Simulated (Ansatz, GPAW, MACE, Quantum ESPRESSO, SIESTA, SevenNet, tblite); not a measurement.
# Glassy 80SiO2-20Li2O (mol %) (75 atoms): one structure in several programs

How near do other programs and methods come to a plane-wave reference for glassy 80SiO2-20Li2O (mol %) (75 atoms)? A plane-wave run serves as the reference.

Program: Quantum ESPRESSO 7.5. Level of theory: Kohn-Sham DFT, PBE, SSSP efficiency 1.3.0 pseudopotentials, plane waves. Results are calculated unless marked as measured.

## (1) The structure

The cell holds 75 atoms: 20 Si, 10 Li and 45 O. Its edges and angles: a = 9.737 Å, b = 9.737 Å, c = 9.737 Å, α = 90.0°, β = 90.0°, γ = 90.0°. 75 atoms (20 Si, 10 Li, 45 O) placed at random at 2.26 g/cm³, melted at 4000 K for 10 ps at fixed volume with the Morse and Coulomb pair potential with partial charges (Pedone, Malavasi, Menziani, Cormack and Segre, J. Phys. Chem. B 110, 11780 (2006)). Quenched from 1800 K to 300 K at 20 K/ps and fixed volume, held 10 ps at zero pressure. Then every atom was moved at random, 0.02 Å r.m.s. a Cartesian component.

## (2) Plane-wave reference

Contents of pw.in:

```
&control
  calculation = 'scf'
  pseudo_dir = './pseudo'
  outdir = './tmp'
  disk_io = 'none'
  tprnfor = .true.
  tstress = .true.
/
&system
  ibrav = 0
  nat = 75
  ntyp = 3
  ecutwfc = 60
  ecutrho = 480
  nosym = .true.
  occupations = 'smearing'
  smearing = 'fd'
  degauss = 0.003675
/
&electrons
  conv_thr = 3.8e-07
  electron_maxstep = 100
  mixing_beta = 0.4
  mixing_mode = 'plain'
  diagonalization = 'david'
/
ATOMIC_SPECIES
Si 28.085 Si.upf
Li 6.940 Li.upf
O 15.999 O.upf
CELL_PARAMETERS angstrom
9.73665 0.00000 0.00000
0.00000 9.73665 0.00000
0.00000 0.00000 9.73665
ATOMIC_POSITIONS crystal
Si 0.99579 0.36763 0.61173
Si 0.95708 0.45855 0.07087
Si 0.51183 0.59902 0.12015
Si 0.72419 0.08424 0.96941
Si 0.00643 0.20059 0.87646
Si 0.69774 0.84437 0.15924
Si 0.43969 0.97933 0.84820
Si 0.17553 0.94248 0.00041
Si 0.05580 0.03998 0.26881
Si 0.61004 0.29617 0.18260
Si 0.79145 0.70234 0.41586
Si 0.82654 0.57169 0.80048
[... 59 atom lines left out ...]
O 0.03148 0.99361 0.41507
O 0.89264 0.45028 0.69857
O 0.46231 0.83079 0.78805
O 0.94796 0.68891 0.78571
K_POINTS gamma
```

Started as:

```console
$ OMP_NUM_THREADS=1 mpirun -np 2 pw.x -in pw.in > output.txt
```

The program printed:

```text
Program PWSCF
     gamma-point specific algorithms are used
     Parallelization info
     sticks:   dense  smooth     PW     G-vecs:    dense   smooth      PW
     Min        6469    3242    807               553185   195766   24442
     Max        6472    3243    810               553188   195769   24443
     Sum       12941    6485   1617              1106373   391535   48885
     bravais-lattice index     =            0
     lattice parameter (alat)  =      18.3996  a.u.
     unit-cell volume          =    6229.0996 (a.u.)^3
     number of atoms/cell      =           75
     number of atomic types    =            3
     number of electrons       =       380.00
     number of Kohn-Sham states=          228
     kinetic-energy cutoff     =      60.0000  Ry
[... lines left out ...]
     scf convergence threshold =      3.8E-07
[... lines left out ...]
     number of k points=     1  Fermi-Dirac smearing, width (Ry)=  0.0037
[... lines left out ...]
     total energy              =   -2251.58024371 Ry
[... lines left out ...]
     total energy              =   -2255.13229300 Ry
[... lines left out ...]
     total energy              =   -2255.22802559 Ry
[... lines left out ...]
     total energy              =   -2255.25600730 Ry
[... lines left out ...]
     total energy              =   -2255.25600806 Ry
[... lines left out ...]
   -41.2342 -41.1400 -41.0223 -40.4428 -40.3133 -40.2885 -40.1704 -40.0000
   -39.6752 -39.5523 -17.9126 -17.4680 -17.4072 -17.2100 -17.1085 -17.0271
   -16.7488 -16.6667 -16.5779 -16.4820 -16.4022 -16.2691 -16.2054 -16.1268
[...]
10.8535  10.9224  11.0083  11.0651  11.1558  11.1716  11.2576  11.2830
    11.3569  11.4614  11.5151  11.6182  11.6925  11.7714  11.8952  11.9076
    11.9784  12.0253  12.0683  12.1396
     the Fermi energy is     5.8429 ev
!    total energy              =   -2255.25600829 Ry
     estimated scf accuracy    <       0.00000031 Ry
     smearing contrib. (-TS)   =      -0.00000000 Ry
     internal energy E=F+TS    =   -2255.25600829 Ry
     The total energy is F=E-TS. E is the sum of the following terms:
     one-electron contribution =   -1028.83615463 Ry
     hartree contribution      =     700.75342481 Ry
     xc contribution           =    -502.47450989 Ry
     ewald contribution        =    -997.29241056 Ry
     one-center paw contrib.   =    -427.40635803 Ry
     convergence has been achieved in  11 iterations
     Forces acting on atoms (cartesian axes, Ry/au):
     atom    1 type  1   force =     0.00682873   -0.08066568   -0.04228227
     atom    2 type  1   force =    -0.12575221   -0.18654435   -0.04620830
     atom    3 type  1   force =     0.10949815   -0.06873908   -0.06873044
[...]
atom   74 type  3   force =     0.02349975   -0.04839330   -0.02309194
     atom   75 type  3   force =    -0.02698128    0.03418108   -0.01453231
     Total force =     0.912785     Total SCF correction =     0.001157
     Computing stress (Cartesian axis) and pressure
          total   stress  (Ry/bohr**3)                   (kbar)     P=       69.99
   0.00041954   0.00000818   0.00007334           61.72        1.20       10.79
   0.00000818   0.00057391   0.00012148            1.20       84.43       17.87
   0.00007334   0.00012148   0.00043389           10.79       17.87       63.83
     Message from routine punch:
     Nothing written, as per user request (disk_io='none')
```

Wall time 5.5 min (2 MPI ranks of Arm Neoverse N1, shared host); peak memory 2.7 GiB; 11 min of CPU time.

Banners, paths, timers and routine set-up lines are dropped from the logs unmarked, and long logs keep their key lines alone; longer cuts are marked.

Numbers from this run:

* r.m.s. force component: 1.565 eV/Å
* longest force: 8.28 eV/Å
* pressure: 6.999 GPa
* gap (highest filled to lowest empty level): 3.359 eV

## (3) The other programs

The programs:
- GPAW 26.7.0: PAW with atomic orbitals (LCAO), plane waves or a real-space grid of spacing h.
- MACE: machine-learned potential, published weights.
- Quantum ESPRESSO 7.5: plane waves; labels (QE) give functional, pseudopotential set and cutoffs of waves/density.
- SIESTA 5.4.2: numerical atomic orbitals, whose automatically made sets are far from complete, with PseudoDojo norm-conserving potentials that we converted to its format (checked against plane waves on the same files for H, C, O, Si, Ge and Ca alone); labels give functional, basis size, energy shift and mesh cutoff.
- SevenNet: machine-learned potential, published weights.
- tblite 0.8.0: extended tight binding, driven from Python.

All use the same cell and atoms; the electronic-structure runs use the same k-mesh, and an electronic temperature of 580 K (0.05 eV) where levels are smeared.

Differences are against the plane-wave reference, forces as r.m.s. over components; share is that over the reference's r.m.s. force, slope the least-squares factor from reference forces to these. Total energies of different programs have different zeros and aren't compared.

```tsv
run	Δ force, r.m.s. (meV/Å)	share (%)	slope	Δ pressure (GPa)	Δ gap (eV)	cores	CPU time	memory (GiB)
reference	-	-	-	-	-	2	11 min	2.7
GPAW PBE, LCAO dzp, h 0.18 Å	317	20.3	1.137	-	-0.165	1	3.7 min	1.4
GPAW PBE, LCAO dzp, h 0.18 Å, other mixer settings	317	20.3	1.137	-	-0.166	2	5.2 min	1.5
GPAW PBE, LCAO dzp, h 0.22 Å (coarse)	370	23.7	1.143	-	-0.173	1	2.2 min	0.76
GPAW PBE, LCAO sz(dzp), h 0.18 Å (coarse)	944	60.3	1.349	-	-1.28	1	69 s	1.1
MACE MP-0b2 small potential	109	6.98	0.956	0.150	-	1	11 s	0.67
MACE MPA-0 medium potential	75.6	4.83	0.985	0.124	-	1	13 s	1.0
QE PBE+D3(BJ), sssp-1.3.0-efficiency, 60/480 Ry	8.04	0.514	1.000	-2.09	0	2	12 min	2.8
QE PBE, sssp-1.3.0-efficiency, 60/480 Ry, rmm-davidson	0.474	0.0303	1.000	0.019	0	4	11 min	2.8
SIESTA PBE, DZP, shift 0.01 Ry, mesh 500 Ry	402	25.7	1.158	4.06	-0.145	2	11 min	2.2
SIESTA PBE, SZ, shift 0.01 Ry, mesh 500 Ry (coarse)	1027	65.6	1.412	19.0	-1.36	1	3 min	0.91
SIESTA PBE, SZP, shift 0.01 Ry, mesh 500 Ry (coarse)	678	43.3	1.309	9.09	-0.192	2	8.7 min	2
SevenNet l3i5 potential	61.2	3.91	0.979	-0.0819	-	1	16 s	1.4
tblite GFN1-xTB	569	36.4	0.805	6.10	-	1	7.1 s	0.11
```

Rows marked coarse were listed beforehand as settings not expected to be converged; some can still land near the reference.

Times of the machine-learned potentials are mostly Python's start and the loading of weights.

CPU time is summed over cores on a shared host, where runs went side by side, so it is rough. Symmetry, cutoffs, thresholds, outputs and thread counts weren't matched or tuned between programs; memory under MPI is the largest rank's times the ranks.

Within one program, basis, potentials and functional, energies share a zero. Each run against its twin at the usual cutoff or grid and solver:

```tsv
run	twin	Δ energy (meV/atom)	Δ force, r.m.s. (meV/Å)	CPU time over the twin's
GPAW PBE, LCAO dzp, h 0.18 Å, other mixer settings	LCAO dzp, h 0.18 Å	0	1.59	1.4 (this twin ran on 1 cores)
GPAW PBE, LCAO dzp, h 0.22 Å	LCAO dzp, h 0.18 Å	164	141	0.59
QE PBE, sssp-1.3.0-efficiency, 60/480 Ry, rmm-davidson	sssp-1.3.0-efficiency, 60/480 Ry	0	0.475	0.98 (this twin ran on 2 cores)
```

## (4) Outcome

```json
{
  "reference r.m.s. force component": "1.56 eV/Å",
  "nearest in forces": "QE PBE, sssp-1.3.0-efficiency, 60/480 Ry, rmm-davidson, 0.030 %",
  "farthest in forces": "SIESTA PBE, SZ, shift 0.01 Ry, mesh 500 Ry (coarse), 66 %",
  "cheapest electronic-structure run beside the reference": "tblite GFN1-xTB, 7.1 s of CPU time"
}
```

What this shows: With the reference's own potentials and cutoffs, another solver or threshold moves forces by 0.030 % (QE PBE, sssp-1.3.0-efficiency, 60/480 Ry, rmm-davidson). The PBE runs in local orbitals, coarse settings apart, differ by 20 % (GPAW PBE, LCAO dzp, h 0.18 Å, other mixer settings) to 26 % (SIESTA PBE, DZP, shift 0.01 Ry, mesh 500 Ry); basis, grid and potentials can all enter. Tight binding differs by 36 % (tblite GFN1-xTB); it is another model, with fitted parameters of its own, and the xTB methods hold dispersion. Machine-learned potentials differ by 3.9 % (SevenNet l3i5 potential) to 7.0 % (MACE MP-0b2 small potential); they were trained on other programs' data. In the reference's own program, potentials and cutoffs, a change of model alone moves forces by 0.51 % (QE PBE+D3(BJ), sssp-1.3.0-efficiency, 60/480 Ry). Runs with settings chosen to be coarse differ by 24 % (GPAW PBE, LCAO dzp, h 0.22 Å) to 66 % (SIESTA PBE, SZ, shift 0.01 Ry, mesh 500 Ry), their programs' other errors included. Of the electronic-structure runs that take under half the reference's CPU time, GPAW PBE, LCAO dzp, h 0.18 Å, other mixer settings is among the nearest, at 20 % in 5.2 min against 11 min. SIESTA PBE, SZP, shift 0.01 Ry, mesh 500 Ry stiffens the forces by a factor of 1.31 while following their directions (correlation 0.974); the slopes of the 3 SIESTA runs lie between 1.16 and 1.41. At the same functional, gaps differ from the reference's 3.36 eV by between -1.36 and +0.00 eV. In pressure, SIESTA PBE, SZ, shift 0.01 Ry, mesh 500 Ry misses by +19.0 GPa, at the same functional. In the reference: filled and empty levels are parted by 3.36 eV (on the run's k-points); a semilocal functional tends to put such gaps too low. In a disordered cell it changes from sample to sample, and tail or defect levels can set it. Periodic xTB results under one method name differ between programs and library versions. The potentials hold different valence shells: 380 electrons in the reference, 360 in GPAW; this bears on time and differences. The reference's pressure holds the uncorrected Pulay stress of its 60 Ry basis, so small pressure differences, and their order, may be the reference's own error. Machine-learned potentials mimic data converged in k, so the reference's own k-point error enters their differences. The quench rate of 20 K/ps is many orders above laboratory rates, so the cell is likely richer in defects and strain than a real sample. The network of bonds at the start is that of the classical potential that made the cell, and needn't be the one that DFT or experiment would give. The electronic-structure runs sample only Γ, in a cell whose shortest periodic width is 10 Å.

[Also dropped from logs without a mark: logging warnings of Python, and SIESTA's first energy breakdown and zero terms.]

[Logs are printed without paths, hosts, clocks, repeated set-up lines and the standing remarks that a program may print on its own settings, such as how far it seeks lower states.]

[Hosts, paths, dates, database ids (printed as entryN), source tags and the programs' standing remarks are cut or masked in the printed files.]
